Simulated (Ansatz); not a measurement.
# Cl on Cu(110): change of the work function, part 3 of 4

Wanted: Δφ(θ) for Cl/Cu(110), starting from the hollow site.

Ansatz 0.2.0; plane-wave DFT, PBE, Ansatz PAW.

So far, work function, upper face (eV): step 2 (the clean slab) 4.43; step 3 (37 atoms, coverage 0.111 ML, cell 3x3) 4.63.

**4. Adsorbate added, k-mesh 6×6×1, coverage 0.25 ML**

System of this step: Cl/Cu(110). The cell holds 17 atoms: 16 Cu and 1 Cl. Cell: a = 7.220 Å, b = 5.105 Å, c = 22.755 Å, α = 90.0°, β = 90.0°, γ = 90.0°. Vacuum lies along c.

Another coverage, to see how the dipoles act on each other as their distance changes.

Input file input.yaml:

```yaml
crystal:
  lattice:
    - [7.22, 0.0, 0.0]
    - [0.0, 5.1053109602, 0.0]
    - [0.0, 0.0, 22.7552629733]
  atoms:
    - { symbol: Cu, position: [0.25, 0.25, 0.3955128979] }
    - { symbol: Cu, position: [0.0, 0.0, 0.4516022405] }
    - { symbol: Cu, position: [0.25, 0.25, 0.511033236] }
    - { symbol: Cu, position: [0.0, 0.0, 0.562289298] }
    - { symbol: Cu, position: [0.25, 0.75, 0.3955128979] }
    - { symbol: Cu, position: [0.0, 0.5, 0.4516022405] }
    - { symbol: Cu, position: [0.25, 0.75, 0.511033236] }
    - { symbol: Cu, position: [0.0, 0.5, 0.562289298] }
    - { symbol: Cu, position: [0.75, 0.25, 0.3955128979] }
    - { symbol: Cu, position: [0.5, 0.0, 0.4516022405] }
    - { symbol: Cu, position: [0.75, 0.25, 0.511033236] }
    - { symbol: Cu, position: [0.5, 0.0, 0.562289298] }
    - { symbol: Cu, position: [0.75, 0.75, 0.3955128979] }
    - { symbol: Cu, position: [0.5, 0.5, 0.4516022405] }
    - { symbol: Cu, position: [0.75, 0.75, 0.511033236] }
    - { symbol: Cu, position: [0.5, 0.5, 0.562289298] }
    - { symbol: Cl, position: [0.25, 0.25, 0.6044871021] }
kpoints:
  mp_grid: { grid: [6, 6, 1] }
hamiltonian:
  xc: pbe
scf:
  occupations: { method: fermi_dirac, width: 0.1 }
  convergence: { dr2_threshold: 1.0e-08 }
efield:
  axis: 3
  dipole_correction: true
  ramp_position: 0.97
  ramp_width: 0.06
relax:
  f_tol: 0.02
  max_steps: 60
  constraints: [{ sites: [0, 1, 4, 5, 8, 9, 12, 13] }]
output:
  dos: { projected: true, e_range: [-8, 4] }
  write_potential: true
  write_density: true
  volumetric_format: npy
  elf: true
```

The run is started by

```
> ansatz run input.yaml --threads 4 --pin off --max-ram 16384MiB --backend cpu --events-out ev --progress --plain --runs-dir out
```

Numbers of over 12 decimals in the logs are rounded to 6 here.

Output:

```text
[...]
Crystal: 17 atoms, lattice volume = 838.767 Å³
Basis set: ecut = 420 eV, 16361 PW (Γ), exchange–correlation on 100×72×320 points (8 copies of the dense FFT grid, shifted against one another)
Bands: 187, of which v1, the nominal top of the filled ones, is band 156 counted from 1 (155 counted from 0)
Symmetry: 4 space group operations
[...]
k-points: 16 of 36
[...]
SCF iter   1: F=—  HF=-107075.924340 eV  |F-HF|=—  |Δ(HF+E_count)|=         —  Δρ=2.65e-3  dr2=1.79e-1  ethr=1.77e-3  p=0.089 e·Å  D=1.91e-2 V/Å  ΔV_dip=-0.44 eV  dr2_dipole=9.73e-3  V_vac-E_F(+/−)=3.91/4.34 eV  ⟨swp⟩=10.3  Hψ=14793  notcnv=0  defer=142
[...]
SCF iter  13: F=-107075.928905 eV  HF=-107075.928905 eV  |F-HF|=6.77e-8  |Δ(HF+E_count)|=   3.88e-8  Δρ=7.50e-7  dr2=5.92e-9  ethr=3.22e-12  p=0.039 e·Å  D=8.44e-3 V/Å  ΔV_dip=-0.19 eV  dr2_dipole=5.56e-10  V_vac-E_F(+/−)=4.25/4.44 eV  ⟨swp⟩=16.0  Hψ=24290  notcnv=0
SCF 1 converged in 13 iterations: F = -107075.928905 eV  dr2 = 5.92e-9
[...]
relax step   1: F+E_penalty+E_count = -107075.92890503 eV  Δ(F+E_penalty+E_count) = +0.000e0 eV  max|allowed force component| = 3.238e0 eV/Å  Δτ_max = 0.0000 Å  (13 SCF iters, accepted)
[...]
SCF iter  11: F=-107076.271487 eV  HF=-107076.271487 eV  |F-HF|=4.81e-8  |Δ(HF+E_count)|=   1.50e-7  Δρ=1.19e-6  dr2=8.94e-9  ethr=3.22e-12  p=0.018 e·Å  D=3.95e-3 V/Å  ΔV_dip=-0.09 eV  dr2_dipole=1.54e-12  V_vac-E_F(+/−)=4.34/4.43 eV  ⟨swp⟩=14.7  Hψ=21081  notcnv=0
SCF 2 converged in 11 iterations: F = -107076.271487 eV  dr2 = 8.94e-9
[...]
relax step   2: F+E_penalty+E_count = -107076.27148697 eV  Δ(F+E_penalty+E_count) = -3.426e-1 eV  max|allowed force component| = 2.098e0 eV/Å  Δτ_max = 0.1094 Å  (11 SCF iters, accepted)
SCF iter   1: F=—  HF=-107076.622323 eV  |F-HF|=—  |Δ(HF+E_count)|=         —  Δρ=3.09e-3  dr2=1.79e-1  ethr=5.49e-4  p=0.018 e·Å  D=3.95e-3 V/Å  ΔV_dip=-0.09 eV  dr2_dipole=3.49e-2  V_vac-E_F(+/−)=4.37/4.46 eV  ⟨swp⟩=4.6  Hψ=7764  notcnv=0  defer=285
[...]
SCF iter  12: F=-107076.590598 eV  HF=-107076.590598 eV  |F-HF|=1.53e-8  |Δ(HF+E_count)|=   5.34e-8  Δρ=6.78e-7  dr2=3.34e-9  ethr=3.22e-12  p=-0.035 e·Å  D=-7.50e-3 V/Å  ΔV_dip=0.17 eV  dr2_dipole=8.58e-12  V_vac-E_F(+/−)=4.57/4.40 eV  ⟨swp⟩=13.9  Hψ=20344  notcnv=0
SCF 3 converged in 12 iterations: F = -107076.590598 eV  dr2 = 3.34e-9
relax step   3: F+E_penalty+E_count = -107076.59059783 eV  Δ(F+E_penalty+E_count) = -3.191e-1 eV  max|allowed force component| = 8.130e-1 eV/Å  Δτ_max = 0.1955 Å  (12 SCF iters, accepted)
[...]
relax step   4: F+E_penalty+E_count = -107076.70381026 eV  Δ(F+E_penalty+E_count) = -1.132e-1 eV  max|allowed force component| = 3.766e-1 eV/Å  Δτ_max = 0.2000 Å  (11 SCF iters, accepted)
[...]
relax step   5: F+E_penalty+E_count = -107076.73647337 eV  Δ(F+E_penalty+E_count) = -3.266e-2 eV  max|allowed force component| = 4.426e-2 eV/Å  Δτ_max = 0.0947 Å  (12 SCF iters, accepted)
SCF iter   1: F=—  HF=-107076.738588 eV  |F-HF|=—  |Δ(HF+E_count)|=         —  Δρ=6.26e-4  dr2=2.55e-3  ethr=6.56e-6  p=-0.109 e·Å  D=-2.36e-2 V/Å  ΔV_dip=0.54 eV  dr2_dipole=2.45e-4  V_vac-E_F(+/−)=4.87/4.34 eV  ⟨swp⟩=3.0  Hψ=5437  notcnv=0  defer=284
[...]
SCF iter  10: F=-107076.737358 eV  HF=-107076.737358 eV  |F-HF|=3.02e-8  |Δ(HF+E_count)|=   3.30e-9  Δρ=3.74e-7  dr2=1.04e-9  ethr=3.22e-12  p=-0.116 e·Å  D=-2.50e-2 V/Å  ΔV_dip=0.57 eV  dr2_dipole=1.02e-11  V_vac-E_F(+/−)=4.90/4.33 eV  ⟨swp⟩=11.9  Hψ=19612  notcnv=0
SCF 6 converged in 10 iterations: F = -107076.737358 eV  dr2 = 1.04e-9
relax step   6: F+E_penalty+E_count = -107076.73735802 eV  Δ(F+E_penalty+E_count) = -8.846e-4 eV  max|allowed force component| = 5.328e-3 eV/Å  Δτ_max = 0.0149 Å  (10 SCF iters, accepted)
[...]
the band table was solved once a step of the walk had ended and its energy, with any forces and stress, was formed, with the checks that follow a solve (12594 applications of the Hamiltonian). They found nothing against the state; the energy, forces and stress were not computed again (output.eigenvalues in the input reference)
WARN: The output density's exchange-correlation potential varies sharply where the density is thin. Do not read a vacuum level from v_tot or v_xc, or from such a field of the output density. On a cell that repeats whose density bears no net charge and no dipole along the vacuum's axis use v_es (v_loc + v_h of the components); under efield.dipole_correction with no amplitude use v_es + v_field, which holds any externa [...]
SCF converged after 10 iterations
Free energy (F): -107076.737358 eV
[...]
Internal energy: -107076.561177 eV  (E = F + TS)
E sigma→0 (E₀):  -107076.649267 eV
Entropy (-TS):   -0.176181 eV (-10.364 meV/atom)
Fermi energy:    0.517232 eV
Dipole field:    D = -0.024980 V/Å  (p = -0.115790 e·Å, saw-weighted, corrected)
Work function:   Φ+ = 4.8991 eV   Φ− = 4.3306 eV
[...]
--- Forces (eV/Å), atoms counted from 1 ---
  atom   1  Cu     0.00000000     0.00000000     0.13485838
  atom   2  Cu    -0.25170333    -0.03050334    -0.31552695
  atom   3  Cu     0.00000000     0.00000000     0.00274878
  atom   4  Cu    -0.00145994     0.00442789     0.00148507
  atom   5  Cu     0.00000000     0.00000000     0.20191492
  atom   6  Cu    -0.25170333     0.03050334    -0.31552695
  atom   7  Cu     0.00000000     0.00000000     0.00020928
  atom   8  Cu    -0.00145994    -0.00442789     0.00148507
  atom   9  Cu     0.00000000     0.00000000     0.43652179
  atom  10  Cu     0.25170333    -0.03050334    -0.31552695
  atom  11  Cu     0.00000000     0.00000000     0.00122009
  atom  12  Cu     0.00145994     0.00442789     0.00148507
  atom  13  Cu     0.00000000     0.00000000     0.48152473
  atom  14  Cu     0.25170333     0.03050334    -0.31552695
  atom  15  Cu     0.00000000     0.00000000     0.00252154
  atom  16  Cu     0.00145994    -0.00442789     0.00148507
  atom  17  Cl    -0.00000000     0.00000000    -0.00532774
  max |Σ_I F_I| component: 2.42e-5 eV/Å
--- Band table (eV; the first three rows and the last of 16) ---
  k-point 0: bands = [... 152 lower, -0.3571, -0.2056, 0.3660, 0.5942, 0.8099, 1.2021, 1.2577, 1.8236, ... 27 higher]
  k-point 1: bands = [... 152 lower, -0.4879, 0.0143, 0.0470, 0.2397, 0.7287, 0.7458, 0.9724, 2.2763, ... 27 higher]
  k-point 2: bands = [... 152 lower, -0.6546, -0.5034, 0.0713, 0.0836, 0.5414, 0.7433, 1.2489, 2.1415, ... 27 higher]
  k-point 15: bands = [... 152 lower, -0.4849, -0.3011, -0.2881, 0.0928, 1.8396, 2.1489, 2.1671, 2.2250, ... 27 higher]
--- Relaxed structure (6 steps of the walk, 6 accepted, 0 SCFs on fresh bases) ---
  F+E_penalty+E_count = -107076.73735802 eV   max|allowed force component| = 5.328e-3 eV/Å
  atoms:
    - { symbol: Cu, position: [0.25, 0.25, 0.395513] }
    - { symbol: Cu, position: [0.0, 0.0, 0.451602] }
    - { symbol: Cu, position: [0.25, 0.25, 0.504000] }
    - { symbol: Cu, position: [0.00939244, 0.000796195, 0.563114] }
    - { symbol: Cu, position: [0.25, 0.75, 0.395513] }
    - { symbol: Cu, position: [0.0, 0.5, 0.451602] }
    - { symbol: Cu, position: [0.25, 0.75, 0.506660] }
    - { symbol: Cu, position: [0.00939244, 0.499204, 0.563114] }
    - { symbol: Cu, position: [0.750000, 0.25, 0.395513] }
    - { symbol: Cu, position: [0.5, 0.0, 0.451602] }
    - { symbol: Cu, position: [0.750000, 0.25, 0.512073] }
    - { symbol: Cu, position: [0.490608, 0.000796195, 0.563114] }
    - { symbol: Cu, position: [0.750000, 0.75, 0.395513] }
    - { symbol: Cu, position: [0.5, 0.5, 0.451602] }
    - { symbol: Cu, position: [0.750000, 0.75, 0.515295] }
    - { symbol: Cu, position: [0.490608, 0.499204, 0.563114] }
    - { symbol: Cl, position: [0.25, 0.25, 0.629954] }
```

The job ended after 12 min (4 threads of Arm Neoverse V1, shared host; peak memory 4.4 GiB; 47 min of CPU time).

Step by step:

| step | energy less that of the first step (eV) | largest force component (eV/Å) |
| --- | --- | --- |
| 1 | 0.0000 | 3.2377 |
| 2 | -0.3426 | 2.0984 |
| 3 | -0.6617 | 0.8130 |
| 4 | -0.7749 | 0.3766 |
| 5 | -0.8076 | 0.0443 |
| 6 | -0.8085 | 0.0053 |

Forces are held to the 4 operations that the run works with; a distortion that breaks them can't arise in this run.

The atoms that moved most (Å):

| atom | dx | dy | dz | length |
| --- | --- | --- | --- | --- |
| Cl17 | 0.000 | 0.000 | 0.580 | 0.580 |
| Cu3 | 0.000 | 0.000 | -0.160 | 0.160 |
| Cu7 | 0.000 | 0.000 | -0.100 | 0.100 |
| Cu15 | 0.000 | 0.000 | 0.097 | 0.097 |
| Cu4 | 0.068 | 0.004 | 0.019 | 0.070 |
| Cu8 | 0.068 | -0.004 | 0.019 | 0.070 |
| Cu16 | -0.068 | -0.004 | 0.019 | 0.070 |
| Cu12 | -0.068 | 0.004 | 0.019 | 0.070 |

Final coordinates:

```cif
data_structure
_symmetry_space_group_name_H-M 'P 1'
_symmetry_Int_Tables_number 1
_cell_length_a 7.2200
_cell_length_b 5.1053
_cell_length_c 22.7553
_cell_angle_alpha 90.000
_cell_angle_beta 90.000
_cell_angle_gamma 90.000
_cell_volume 838.77
loop_
_atom_site_label
_atom_site_type_symbol
_atom_site_fract_x
_atom_site_fract_y
_atom_site_fract_z
_atom_site_occupancy
Cu1 Cu 0.25000 0.25000 0.39551 1
Cu2 Cu 0.00000 0.00000 0.45160 1
Cu3 Cu 0.25000 0.25000 0.50400 1
Cu4 Cu 0.00939 0.00080 0.56311 1
Cu5 Cu 0.25000 0.75000 0.39551 1
Cu6 Cu 0.00000 0.50000 0.45160 1
Cu7 Cu 0.25000 0.75000 0.50666 1
Cu8 Cu 0.00939 0.49920 0.56311 1
Cu9 Cu 0.75000 0.25000 0.39551 1
Cu10 Cu 0.50000 0.00000 0.45160 1
Cu11 Cu 0.75000 0.25000 0.51207 1
Cu12 Cu 0.49061 0.00080 0.56311 1
Cu13 Cu 0.75000 0.75000 0.39551 1
Cu14 Cu 0.50000 0.50000 0.45160 1
Cu15 Cu 0.75000 0.75000 0.51530 1
Cu16 Cu 0.49061 0.49920 0.56311 1
Cl17 Cl 0.25000 0.25000 0.62995 1
```

This step gave:

```yaml
energy_at_zero_smearing: -107076.6493 eV
work_function_upper_face: 4.899 eV
work_function_lower_face: 4.331 eV
dipole_along_the_normal: -0.1158 e·Å
step_between_the_vacuum_levels: 0.5684 eV
```

The density of states has structure finer than the step of the table below, so its rows give means over 0.25 eV, whole bins alone (the curve runs from -8 to 1.98 eV). Peaks (eV: height): -2.950: 84.1, -2.740: 87.8, -2.620: 93.2, -2.290: 85.5, -1.830: 96.9, -1.740: 130, -1.470: 91.0.

Table of density of states by energy, zero at the Fermi level; means over each step:

| energy (eV) | density of states (states/eV a cell) |
| --- | --- |
| -7.75 | 1.80 |
| -7.50 | 1.33 |
| -7.25 | 1.67 |
| -7.00 | 1.78 |
| -6.75 | 2.08 |
| -6.50 | 2.10 |
| -6.25 | 1.38 |
| -6.00 | 2.03 |
| -5.75 | 5.60 |
| -5.50 | 5.10 |
| -5.25 | 7.69 |
| -5.00 | 9.79 |
| -4.75 | 9.09 |
| -4.50 | 20.1 |
| -4.25 | 21.9 |
| -4.00 | 26.2 |
| -3.75 | 28.5 |
| -3.50 | 38.9 |
| -3.25 | 39.0 |
| -3.00 | 58.0 |
| -2.75 | 64.6 |
| -2.50 | 52.1 |
| -2.25 | 61.4 |
| -2.00 | 55.6 |
| -1.75 | 97.7 |
| -1.50 | 70.8 |
| -1.25 | 10.6 |
| -1.00 | 7.36 |
| -0.75 | 4.95 |
| -0.50 | 5.82 |
| -0.25 | 5.05 |
| 0.00 | 4.79 |
| 0.25 | 5.94 |
| 0.50 | 6.30 |
| 0.75 | 6.58 |
| 1.00 | 3.00 |
| 1.25 | 5.04 |
| 1.50 | 6.87 |
| 1.75 | 4.88 |

Projected DOS per atom over height of the atomic layer and energy from the Fermi level. Layers: Cu4 Cu4 Cu4 Cu4 Cl from below.

Ten even steps from '0' (0.04 states/eV) to '9' (6.30 states/eV), each cell a mean:
```
00000
00000
00000
00000
00000
00000
00000
63441
95590
64460
56660
34431
14321
03212
01103
00003
00001
00000
00000
00000
00000
00000
```
Columns: height of the atomic layer (Å) from 9 to 14.3 (not evenly spaced); rows upwards: energy from the Fermi level (eV) from -7.96 to 1.95.

Valence density in the ca plane at fractional y = 0.250, with atoms of Cu and Cl within 0.2 Å of it. It is the smooth field of the valence electrons, not physical close to the nuclei.

Values in e/Å³, 10 rows by 16 columns, each cell a mean:
```
 0  0  0  0  0  0  0  0  0  0  0  0  0  0  0  0
 0  0  0  5  1  1  5  0  0  0  0  0  0  0  0  0
 0  0  0 23  3  3 22  0  0  0  0  0  0  0  0  0
 0  0  0  1  0  0  1  0  0  0  0  0  0  0  0  0
 0  0  0  0  0  0  0  0  0  0  0  0  0  0  0  0
 0  0  0  0  0  0  0  0  0  0  0  0  0  0  0  0
 0  0  0  4  1  2  3  0  1  1  0  0  0  0  0  0
 0  0  0 23  3  9 18  0  1  1  0  0  0  0  0  0
 0  0  0  2  0  1  1  0  1  1  0  0  0  0  0  0
 0  0  0  0  0  0  0  0  0  0  0  0  0  0  0  0
```
Columns run along c (16.0 Å, from fractional 0.24 to 0.95 of the cell), rows up along a (7.2 Å). Atoms in or near the plane, at fractional coordinates: Cu at (0.40, 0.25), Cu at (0.50, 0.25), Cu at (0.40, 0.75), Cu at (0.51, 0.75), Cl at (0.63, 0.25).

Electrostatic potential energy in the ca plane at fractional y = 0.250, with atoms of Cu and Cl within 0.2 Å of it. With pseudopotentials it is smooth inside the atoms' cores, unlike the true potential.

Ten even steps from '0' (-48 eV) to '9' (5 eV), each cell a mean:
```
99999999999999999999999999999999999999999999
99999999999999999899999999999999999999999999
99999999755789985468999999999999999999999999
99999998300279840017999999999999999999999999
99999997200169830005999999999999999999999999
99999998300279850017999999999999999999999999
99999999755789985468999999999999999999999999
99999999998999998899999999999999999999999999
99999999999999999999999999999999999999999999
99999999999998999999889999999999999999999999
99999999999999999999999999999999999999999999
99999999877899987789999878999999999999999999
99999998522589842268997423799999999999999999
99999997200178610028985000489999999999999999
99999997200178610028985000489999999999999999
99999998522589841268997423799999999999999999
99999999877899987789999878999999999999999999
99999999999999999999899999999999999999999999
99999999999998999999889999999999999999999999
```
Columns run along c (16.0 Å, from fractional 0.24 to 0.95 of the cell; values clipped at the 3rd and 97th percentile), rows up along a (7.2 Å). Atoms in or near the plane, at fractional coordinates: Cu at (0.40, 0.25), Cu at (0.50, 0.25), Cu at (0.40, 0.75), Cu at (0.51, 0.75), Cl at (0.63, 0.25).

ELF in the ca plane at fractional y = 0.250, with atoms of Cu and Cl within 0.2 Å of it. It is the smooth field of the valence electrons, not physical close to the nuclei.

Ten even steps from '0' (0.00) to '9' (0.88), each cell a mean:
```
00000011122322222222222100000000000000000000
00000011112233222223322100000000000000000000
00000111122223212222322100000000000000000000
00000111255222124532222100000000000000000000
00000111388322126952221100000000000000000000
00000111245222124532222100000000000000000000
00000111122223212222322100000000000000000000
00000011112233222223322100000000000000000000
00000011122322222222222100000000000000000000
00000001122322222222221111110000000000000000
00000011122222222222212355532000000000000000
00000111111223221122225899864200000000000000
00000111233222223321148999986310000000000000
00000111377322237621159858997410000000000000
00000111377322238621159858997410000000000000
00000111233222223221148999986310000000000000
00000111111223221122225899864200000000000000
00000011122222222222212355432000000000000000
00000001222322222222221111110000000000000000
```
Columns run along c (16.0 Å, from fractional 0.24 to 0.95 of the cell), rows up along a (7.2 Å). Atoms in or near the plane, at fractional coordinates: Cu at (0.40, 0.25), Cu at (0.50, 0.25), Cu at (0.40, 0.75), Cu at (0.51, 0.75), Cl at (0.63, 0.25).

The relaxation took 6 steps and lowered the energy by 0.81 eV; the largest force on the free atoms ends at 0.0053 eV/Å.

By hand: a sheet of dipoles makes a step −p/(ε₀A) in the electron's potential. With e/ε₀ = 180.95 V·Å, p = -0.1158 e·Å and A = 36.86 Å², that is −180.95 × (-0.1158) / 36.86 = +0.568 eV, and the two vacuum levels of the run differ by +0.568 eV.

The covered face has 4.90 eV, +0.47 eV against the clean one; the bare back face has moved by -0.10 eV, a measure of how thin the slab is.

(Part 3 of 4 ends here.)

[Logs are printed without paths, hosts, clocks, repeated set-up lines and the standing remarks that a program may print on its own settings, such as how far it seeks lower states.]

[Hosts, paths, dates, database ids (printed as entryN), source tags and the programs' standing remarks are cut or masked in the printed files.]

[Maps of the electrostatic potential energy from Ansatz leave out the sawtooth potential of an applied field or a dipole correction, so their vacuum need not be flat; planar profiles and work functions include it.]

[The density of states shown here was stored with 400 of the rows of the run's finer table, so its peaks can read low, often by over a quarter, or be missed, and its means over a window can be off by a tenth or more.]
